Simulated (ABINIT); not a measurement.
# BN (Qingsongite): G0W0 with ABINIT, start to end, part 2 of 3

Wanted: ground state, empty states, screening and self-energy for BN (Qingsongite).

ABINIT 10.8.3; PBE and many-body steps on it, plane waves. Known limits of the many-body steps: not at the basis limit; coarse k mesh.

So far. Step 2 (Ground state): The gap is indirect, with the least direct gap 4.34 eV higher.

## (3) Bands along the symmetry lines

Level of this step: DFT, PBE, plane waves, norm-conserving pseudopotentials (ABINIT).

Levels along a band path, at the cheap level, show where the edges lie and whether the meshes to come will hold them.

run.abi reads:

```
acell 3*1.0 Angstrom
rprim 
  -0.000000000000 1.807500000000 1.807500000000
  1.807500000000 0.000000000000 1.807500000000
  1.807500000000 1.807500000000 -0.000000000000
ntypat 2
znucl 5 7
natom 2
typat 1 2
xred 
  0.000000000000 0.000000000000 0.000000000000
  0.250000000000 0.250000000000 0.250000000000
pp_dirpath "pseudos"
pseudos "B.upf, N.upf"
ecut 36
iscf -2
irdden 1
kptopt 0
nkpt 50
kpt 
  0.00000000 0.00000000 0.00000000
  -0.06250000 -0.06250000 0.00000000
  -0.12500000 -0.12500000 0.00000000
  -0.18750000 -0.18750000 0.00000000
  -0.25000000 -0.25000000 0.00000000
  -0.31250000 -0.31250000 0.00000000
  -0.37500000 -0.37500000 0.00000000
  -0.43750000 -0.43750000 0.00000000
  -0.50000000 -0.50000000 0.00000000
  -0.48437500 -0.48437500 0.03125000
  -0.46875000 -0.46875000 0.06250000
  -0.45312500 -0.45312500 0.09375000
  -0.43750000 -0.43750000 0.12500000
  -0.42187500 -0.42187500 0.15625000
  -0.40625000 -0.40625000 0.18750000
  -0.39062500 -0.39062500 0.21875000
  -0.37500000 -0.37500000 0.25000000
  -0.37500000 0.00000000 0.37500000
  -0.32812500 0.00000000 0.32812500
  -0.28125000 0.00000000 0.28125000
  -0.23437500 0.00000000 0.23437500
  -0.18750000 0.00000000 0.18750000
  -0.14062500 0.00000000 0.14062500
  -0.09375000 0.00000000 0.09375000
  -0.04687500 0.00000000 0.04687500
  0.00000000 0.00000000 0.00000000
  0.00000000 0.00000000 0.06250000
  0.00000000 0.00000000 0.12500000
  0.00000000 0.00000000 0.18750000
  0.00000000 0.00000000 0.25000000
  0.00000000 0.00000000 0.31250000
  0.00000000 0.00000000 0.37500000
  0.00000000 0.00000000 0.43750000
  -0.00000000 -0.00000000 0.50000000
  -0.06250000 -0.03125000 0.46875000
  -0.12500000 -0.06250000 0.43750000
  -0.18750000 -0.09375000 0.40625000
  -0.25000000 -0.12500000 0.37500000
  -0.31250000 -0.15625000 0.34375000
  -0.37500000 -0.18750000 0.31250000
  -0.43750000 -0.21875000 0.28125000
  -0.50000000 -0.25000000 0.25000000
  -0.50000000 -0.28125000 0.21875000
  -0.50000000 -0.31250000 0.18750000
  -0.50000000 -0.34375000 0.15625000
  -0.50000000 -0.37500000 0.12500000
  -0.50000000 -0.40625000 0.09375000
  -0.50000000 -0.43750000 0.06250000
  -0.50000000 -0.46875000 0.03125000
  -0.50000000 -0.50000000 0.00000000
istwfk *1
nband 11
nbdbuf 2
tolwfr 1e-08
nstep 40
prtwf 0
prtvol 0
indata_prefix "in"
outdata_prefix "out"
tmpdata_prefix "tmp"
```

Launch:

```sh
> OMP_NUM_THREADS=1 mpirun -n 4 abinit run.abi > log
```

Numbers of over 12 decimals in the logs are rounded to 6 here.

The program printed:

```text
.Version 10.8.3 of ABINIT. v10.8.2 released Aug 2026.

 Symmetries : space group F-4 3 m (#216); Bravais cF (face-center cubic)
[... echo of the input left out ...]
== DATASET  1 ==================================================================
-   mpi_nproc: 4, omp_nthreads: 1 (-1 if OMP is not activated)

--- !DatasetInfo
iteration_state: {dtset: 1, }
dimensions: {natom: 2, nkpt: 50, mband: 11, nsppol: 1, nspinor: 1, nspden: 1, mpw: 869, }
cutoff_energies: {ecut:  36.0, pawecutdg:  -1.0, }
electrons: {nelect:   8.00000000E+00, charge:   0.00000000E+00, occopt:   1.00000000E+00, tsmear:   1.00000000E-02, }

 Real(R)+Recip(G) space primitive vectors, cartesian coordinates (Bohr,Bohr^-1):
 R(1)=  0.0000000  3.4156800  3.4156800  G(1)= -0.1463837  0.1463837  0.1463837
 R(2)=  3.4156800  0.0000000  3.4156800  G(2)=  0.1463837 -0.1463837  0.1463837
 R(3)=  3.4156800  3.4156800  0.0000000  G(3)=  0.1463837  0.1463837 -0.1463837
 Unit cell volume ucvol=  7.9700586E+01 bohr^3
 Angles (23,13,12)=  6.00000000E+01  6.00000000E+01  6.00000000E+01 degrees

 getcut: wavevector=  0.0000  0.0000  0.0000  ngfft=  30  30  30
         ecut(hartree)=     36.000   => boxcut(ratio)=   2.30194

 getcut : COMMENT -
  Note that boxcut > 2.2 ; recall that boxcut=Gcut(box)/Gcut(sphere) = 2
  is sufficient for exact treatment of convolution.
  Such a large boxcut is a waste : you could raise ecut
  e.g. ecut=   47.690509 Hartrees makes boxcut=2

--- Pseudopotential description ------------------------------------------------
- B Generated using ONCVPSP code by D. R. Hamann
-  5.00000   3.00000  171031                  znucl, zion, pspdat
12 -101130 1 -1 1534                          pspcod,pspxc,lmax,lloc,mmax
     nproj     2     2
  pspatm : epsatm=    3.38844616
         --- l  ekb(1:nproj) -->
             0    8.382104    1.234201
             1   -3.719492   -0.867526
 pspatm: atomic psp has been read  and splines computed

- N Generated using ONCVPSP code by D. R. Hamann
-  7.00000   5.00000  171031                  znucl, zion, pspdat
12 -101130 1 -1 1058                          pspcod,pspxc,lmax,lloc,mmax
     nproj     2     2
  pspatm : epsatm=    5.20977870
         --- l  ekb(1:nproj) -->
             0    7.494509    0.636305
[...]
pspatm: atomic psp has been read  and splines computed

--------------------------------------------------------------------------------

================================================================================
 prteigrs : about to open file out_EIG
 Non-SCF case, kpt    1 (  0.00000  0.00000  0.00000), residuals and eigenvalues=
  3.63E-09  1.60E-09  3.17E-09  5.09E-09  1.41E-09  2.39E-09  4.64E-09  8.61E-09
[...]
-4.4062E-01  3.0209E-01  3.0209E-01  3.0209E-01  6.2836E-01  6.2836E-01
  6.2836E-01  6.8304E-01  1.2115E+00  1.3357E+00  1.3401E+00
[...]
2.44E-09  5.19E-10  7.21E-10  4.52E-09  4.15E-09  4.50E-09  5.55E-09  6.02E-09
[...]
-4.2207E-01  2.5628E-01  2.6132E-01  2.6132E-01  6.0371E-01  6.8440E-01
  6.8440E-01  7.2542E-01  1.0748E+00  1.2549E+00  1.3632E+00
[...]
Non-SCF case, kpt   49 ( -0.50000 -0.46875  0.03125), residuals and eigenvalues=
[...]
-2.3481E-01 -2.4246E-02  1.1910E-01  1.1965E-01  4.7418E-01  6.4952E-01
  9.5633E-01  9.5955E-01  1.0628E+00  1.2999E+00  1.5362E+00
 Non-SCF case, kpt   50 ( -0.50000 -0.50000  0.00000), residuals and eigenvalues=
[...]
-2.3521E-01 -2.5226E-02  1.2176E-01  1.2176E-01  4.6875E-01  6.4539E-01
  9.6028E-01  9.6028E-01  1.0651E+00  1.3031E+00  1.5460E+00

--- !ResultsGS
iteration_state: {dtset: 1, }
comment   : Summary of ground state results
lattice_vectors:
- [ -0.0000000,   3.4156800,   3.4156800, ]
- [  3.4156800,   0.0000000,   3.4156800, ]
- [  3.4156800,   3.4156800,  -0.0000000, ]
lattice_lengths: [   4.83050,    4.83050,    4.83050, ]
lattice_angles: [ 60.000,  60.000,  60.000, ] # degrees, (23, 13, 12)
lattice_volume:   7.9700586E+01
convergence: {deltae:  0.000E+00, res2:  0.000E+00, residm:  9.954E-09, diffor:  0.000E+00, }
etotal    :  -1.34025025E+01
entropy   :   0.00000000E+00
fermie    :   3.02092262E-01
cartesian_stress_tensor: null
pressure_GPa: null
xred      :
- [  0.0000E+00,   0.0000E+00,   0.0000E+00,  B]
- [  2.5000E-01,   2.5000E-01,   2.5000E-01,  N]
cartesian_forces: null
force_length_stats: {min: null, max: null, mean: null, }

 Integrated electronic density in atomic spheres:
 ------------------------------------------------
 Atom  Sphere_radius  Integrated_density
[...]
================================================================================

 ----iterations are completed or convergence reached----

 Mean square residual over all n,k,spin=   42.205E-10; max=  99.540E-10
 reduced coordinates (array xred) for    2 atoms
[...]
cartesian coordinates (angstrom) at end:
    1      0.000000     0.000000     0.000000
    2      0.903750     0.903750     0.903750
 length scales=  1.889726125908  1.889726125908  1.889726125908 bohr
              =  1.000000000000  1.000000000000  1.000000000000 angstroms
 prteigrs : about to open file out_EIG
 Eigenvalues (hartree) for nkpt=  50  k points:
 kpt#   1, nband= 11, wtk=  1.00000, kpt=  0.0000  0.0000  0.0000 (reduced coord)
[...]
kpt#   2, nband= 11, wtk=  1.00000, kpt= -0.0625 -0.0625  0.0000 (reduced coord)
[...]
kpt#   3, nband= 11, wtk=  1.00000, kpt= -0.1250 -0.1250  0.0000 (reduced coord)
[...]
kpt#  49, nband= 11, wtk=  1.00000, kpt= -0.5000 -0.4687  0.0313 (reduced coord)
  -0.23481   -0.02425    0.11910    0.11965    0.47418    0.64952    0.95633    0.95955
   1.06281    1.29990    1.53616
 kpt#  50, nband= 11, wtk=  1.00000, kpt= -0.5000 -0.5000  0.0000 (reduced coord)
  -0.23521   -0.02523    0.12176    0.12176    0.46875    0.64539    0.96028    0.96028
   1.06505    1.30307    1.54598

== END DATASET(S) ==============================================================
================================================================================

 -outvars: echo values of variables after computation  --------
            nband          11
             nkpt          50
          spgroup         216
 [... the other variables as echoed above ...]

 Calculation completed.
```

Run time: 2.6 s. Hardware: 4 MPI ranks of Intel Xeon 6975P-C (Granite Rapids), shared host; peak memory 0.07 GiB.

This step gave:

| Property | Result |
| --- | --- |
| gap | 4.535 eV |
| k of the valence top | 0, 0, 0 |
| k of the conduction bottom | -0.5, -0.5, 0 |
| least direct gap | 8.878 eV |

The gap is 4.535 eV, as in the run before at this level.

Electronic bands along the path, in eV, zero at the top of the highest filled band; v1 is the highest filled band, c1 the lowest empty one:

```csv
point,v4,v3,v2,v1,c1,c2,c3,c4
Γ,-20.21,0.00,0.00,0.00,8.88,8.88,8.88,10.37
halfway,-18.25,-3.97,-3.01,-3.01,6.86,11.62,13.48,13.48
X,-14.62,-8.91,-4.91,-4.91,4.54,9.34,17.91,17.91
halfway,-14.55,-8.69,-5.96,-4.69,5.49,10.28,17.32,17.54
U,-14.54,-8.12,-7.66,-4.08,6.98,12.95,15.84,16.68
jump to K,-14.54,-8.12,-7.66,-4.08,6.98,12.95,15.84,16.68
halfway,-18.03,-5.73,-3.91,-1.12,10.71,10.76,11.24,13.58
Γ,-20.21,0.00,0.00,0.00,8.88,8.88,8.88,10.37
halfway,-18.73,-5.47,-1.13,-1.13,9.70,10.40,10.40,13.57
L,-15.99,-10.68,-1.94,-1.94,10.21,10.78,10.78,15.26
halfway,-15.29,-9.69,-4.82,-3.45,9.66,11.24,14.40,15.79
W,-14.31,-7.58,-6.96,-6.50,9.65,13.35,14.61,14.69
halfway,-14.47,-8.49,-5.77,-5.71,6.58,11.00,16.25,17.43
X,-14.62,-8.91,-4.91,-4.91,4.54,9.34,17.91,17.91
```

The electronic bands as a text plot (rows in eV, shown from -8.0 to 10.5 only):

```
   10.1 |+ ++     +    +      ++ ++++ ++   +++++++++++        ++
    9.4 | +        ++++     ++     +++  +++++         ++++++    +
    8.6 |++                           ++                    +
    7.8 |  +++             +
    7.1 |     ++          +
    6.3 |       ++       +                                   +
    5.5 |         +    ++                                     +
    4.7 |          ++++                                        ++
    4.0 |
    3.2 |
    2.4 |
    1.7 |
    0.9 |
    0.1 |*                         ******
   -0.7 | *                      **  *  ****
   -1.4 |  **                   *  **       ****
   -2.2 |    *                ** ****    **     *****
   -3.0 |     **            **                      **
   -3.8 |     ****        **    ***        *         **
   -4.5 |         ********                            **
   -5.3 |       **    *       **            *           *     ***
   -6.1 |              **   **  *                      * * ***
   -6.8 |         *           **                        ****
   -7.6 |                ***                 **          ***
         Γ           X  U|K            Γ         L        W     X
```

## (4) Empty states on the mesh, 6×6×6 mesh, 66 bands

The sums over transitions need many empty states on a uniform mesh; this step solves for them.

run.abi reads:

```
acell 3*1.0 Angstrom
rprim 
  -0.000000000000 1.807500000000 1.807500000000
  1.807500000000 0.000000000000 1.807500000000
  1.807500000000 1.807500000000 -0.000000000000
ntypat 2
znucl 5 7
natom 2
typat 1 2
xred 
  0.000000000000 0.000000000000 0.000000000000
  0.250000000000 0.250000000000 0.250000000000
pp_dirpath "pseudos"
pseudos "B.upf, N.upf"
ecut 36
ngkpt 6 6 6
nshiftk 1
shiftk 0 0 0
kptopt 1
chksymbreak 0
irdden 1
istwfk *1
nband 66
prtvol 0
optdriver 6
gwr_task "HDIAGO"
paral_kgb 0
occopt 1
indata_prefix "in"
outdata_prefix "out"
tmpdata_prefix "tmp"
```

The program printed:

```text
[banner, memory and clock lines left out]
.Version 10.8.3 of ABINIT. v10.8.2 released Aug 2026.

 Symmetries : space group F-4 3 m (#216); Bravais cF (face-center cubic)
[... echo of the input left out ...]
== DATASET  1 ==================================================================
-   mpi_nproc: 4, omp_nthreads: 1 (-1 if OMP is not activated)

--- !DatasetInfo
iteration_state: {dtset: 1, }
dimensions: {natom: 2, nkpt: 16, mband: 66, nsppol: 1, nspinor: 1, nspden: 1, mpw: 869, }
cutoff_energies: {ecut:  36.0, pawecutdg:  -1.0, }
electrons: {nelect:   8.00000000E+00, charge:   0.00000000E+00, occopt:   1.00000000E+00, tsmear:   1.00000000E-02, }

.Using double precision arithmetic; gwpc =  8

- Reading GS density from: in_DEN

--- Pseudopotential description ------------------------------------------------
- B Generated using ONCVPSP code by D. R. Hamann
-  5.00000   3.00000  171031                  znucl, zion, pspdat
12 -101130 1 -1 1534                          pspcod,pspxc,lmax,lloc,mmax
     nproj     2     2
  pspatm : epsatm=    3.38844616
         --- l  ekb(1:nproj) -->
             0    8.382104    1.234201
             1   -3.719492   -0.867526
 pspatm: atomic psp has been read  and splines computed

- N Generated using ONCVPSP code by D. R. Hamann
-  7.00000   5.00000  171031                  znucl, zion, pspdat
12 -101130 1 -1 1058                          pspcod,pspxc,lmax,lloc,mmax
     nproj     2     2
  pspatm : epsatm=    5.20977870
         --- l  ekb(1:nproj) -->
             0    7.494509    0.636305
             1   -4.293905   -1.006988
 pspatm: atomic psp has been read  and splines computed

   6.87857989E+01                                ecore*ucvol(ha*bohr**3)

 Total charge density [el/Bohr^3]
)     Maximum=    5.6373E-01  at reduced coord.    0.2000    0.2000    0.4000
)     Minimum=    7.6975E-03  at reduced coord.    0.0000    0.0000    0.0000
   Integrated=    8.0000E+00

 === KS gaps after direct diagonalization ===
 Indirect band gap semiconductor
 Fundamental gap:     4.535 (eV)
   VBM:     8.220 (eV) at k: [ 0.0000E+00,  0.0000E+00,  0.0000E+00]
   CBM:    12.755 (eV) at k: [ 5.0000E-01,  5.0000E-01,  0.0000E+00]
 Direct gap:         8.878 (eV) at k: [ 0.0000E+00,  0.0000E+00,  0.0000E+00]

== END DATASET(S) ==============================================================

 -outvars: echo values of variables after computation  --------
           etotal      0.0000000000E+00
            nband          66
             nkpt          16
          spgroup         216
 [... the other variables as echoed above ...]

 Calculation completed.
```

The job ended after 3.2 s (4 MPI ranks; peak memory 0.39 GiB; 12 s of CPU time).

Numbers from this step:

| Item | Value |
| --- | --- |
| gap | 4.535 eV |
| k of the valence top | 0, 0, 0 |
| k of the conduction bottom | 0.5, 0.5, 0 |
| least direct gap | 8.878 eV |
| k points computed | 16 |
| lowest point of the top converged band, above the valence top | 124.3645 eV |

On this mesh the gap is 4.535 eV.

## (5) Screening, 6×6×6 mesh, 58 bands, screening to 217.7 eV

The RPA dielectric matrix is built and inverted for each q.

This step: RPA screening on PBE, plane waves, norm-conserving pseudopotentials.

Edit run.abi of step 4 so:

```diff
@@ -20,10 +20,11 @@
 chksymbreak 0
-irdden 1
 istwfk *1
-nband 66
-prtvol 0
-optdriver 6
-gwr_task "HDIAGO"
-paral_kgb 0
 occopt 1
+irdwfk 1
+optdriver 3
+nband 58
+ecuteps 8
+inclvkb 2
+awtr 1
+symchi 1
 indata_prefix "in"
```

The program printed:

```text
.Version 10.8.3 of ABINIT. v10.8.2 released Aug 2026.

 Symmetries : space group F-4 3 m (#216); Bravais cF (face-center cubic)
[... echo of the input left out ...]
== DATASET  1 ==================================================================
-   mpi_nproc: 4, omp_nthreads: 1 (-1 if OMP is not activated)

--- !DatasetInfo
iteration_state: {dtset: 1, }
dimensions: {natom: 2, nkpt: 16, mband: 58, nsppol: 1, nspinor: 1, nspden: 1, mpw: 869, }
cutoff_energies: {ecut:  36.0, pawecutdg:  -1.0, }
electrons: {nelect:   8.00000000E+00, charge:   0.00000000E+00, occopt:   1.00000000E+00, tsmear:   1.00000000E-02, }

 SCREENING: Calculation of the susceptibility and dielectric matrices

 Based on a program developped by R.W. Godby, V. Olevano, G. Onida, and L. Reining.
 Incorporated in ABINIT by V. Olevano, G.-M. Rignanese, and M. Torrent.
.Using double precision arithmetic ; gwpc =  8

[... cell and pseudopotentials left out ...]
--------------------------------------------------------------------------------

 ==== K-mesh for the wavefunctions ====
 Number of points in the irreducible wedge :    16
[... list of points left out ...]
 Together with 24 symmetry operations and time-reversal symmetry
 yields   216 points in the full Brillouin Zone.

 ==== Q-mesh for the screening function ====
 Number of points in the irreducible wedge :    16
[... list of points left out ...]
 Together with 24 symmetry operations and time-reversal symmetry
 yields   216 points in the full Brillouin Zone.

 setmesh: FFT mesh size selected  =    20x   20x   20
          total number of points  =         8000

 vcoul_init : cutoff-mode = AUXILIARY_FUNCTION
 q-points for optical limit:   1
     1)      0.000010    0.000020    0.000030

- screening: taking advantage of time-reversal symmetry
- Maximum band index for partially occupied states nbvw = 4
- Remaining bands to be divided among processors   nbcw = 54
- Number of bands treated by each node ~13

 Number of electrons calculated from density =    8.0000; Expected =    8.0000
 average of density, n =  0.100376
 r_s =    1.3348
 omega_plasma =   30.5612 [eV]

 calculating chi0 at frequencies [eV] :
  1    0.000000E+00    0.000000E+00
  2    0.000000E+00    3.056116E+01

--------------------------------------------------------------------------------
  q-point number  1        q = ( 0.000000, 0.000000, 0.000000) [r.l.u.]
--------------------------------------------------------------------------------
[... chi0 elements left out ...]
 For q-point:  0.000010 0.000020 0.000030
  dielectric constant =   4.3970
  dielectric constant without local fields =   4.7424

  Average fulfillment of the sum rule on Im[epsilon] for q-point    1 :     85.32  [%]
[... wings left out ...]
  q-point number  2        q = ( 0.166667, 0.000000, 0.000000) [r.l.u.]
--------------------------------------------------------------------------------
[... chi0 elements left out ...]
  Average fulfillment of the sum rule on Im[epsilon] for q-point    2 :     95.92  [%]

 [... 14 further q-points ...]
```

Elapsed: 5.7 s, on 4 MPI ranks; peak memory 0.45 GiB.

Numbers from this step:

```yaml
eps_infinity_with_local_fields_on_this_mesh_along_the_program_s_q_direction: 4.397
the_same_without_local_fields: 4.742
plasma_frequency: 30.56 eV
plane_waves_in_the_screening_matrix: 65
```

Local fields lower ε∞ by 7 %. On a Γ-centred mesh this coarse the value itself is usually too large, while a short band sum pulls it down.

[end of part 2 of 3]

[Paths, hosts, dates, memory and timing lines, banners, echoed tables and standing remarks are left out of the program output.]

[Logs are printed without paths, hosts, clocks, repeated set-up lines and the standing remarks that a program may print on its own settings, such as how far it seeks lower states.]

[Runs of the session that timed out or met a known fault of the program may be left out.]

[Hosts, paths, dates, database ids (printed as entryN), source tags and the programs' standing remarks are cut or masked in the printed files.]

[G0W0 gaps are taken among the corrected bands and points alone; a level outside them can change the order at an edge.]

[Where Ansatz stands beside ABINIT at settings called matched, ABINIT's density can come from a denser mesh and the files from another edition; pairs whose starting gaps differed by over 0.03 eV were left out, so agreement reads better than it is.]
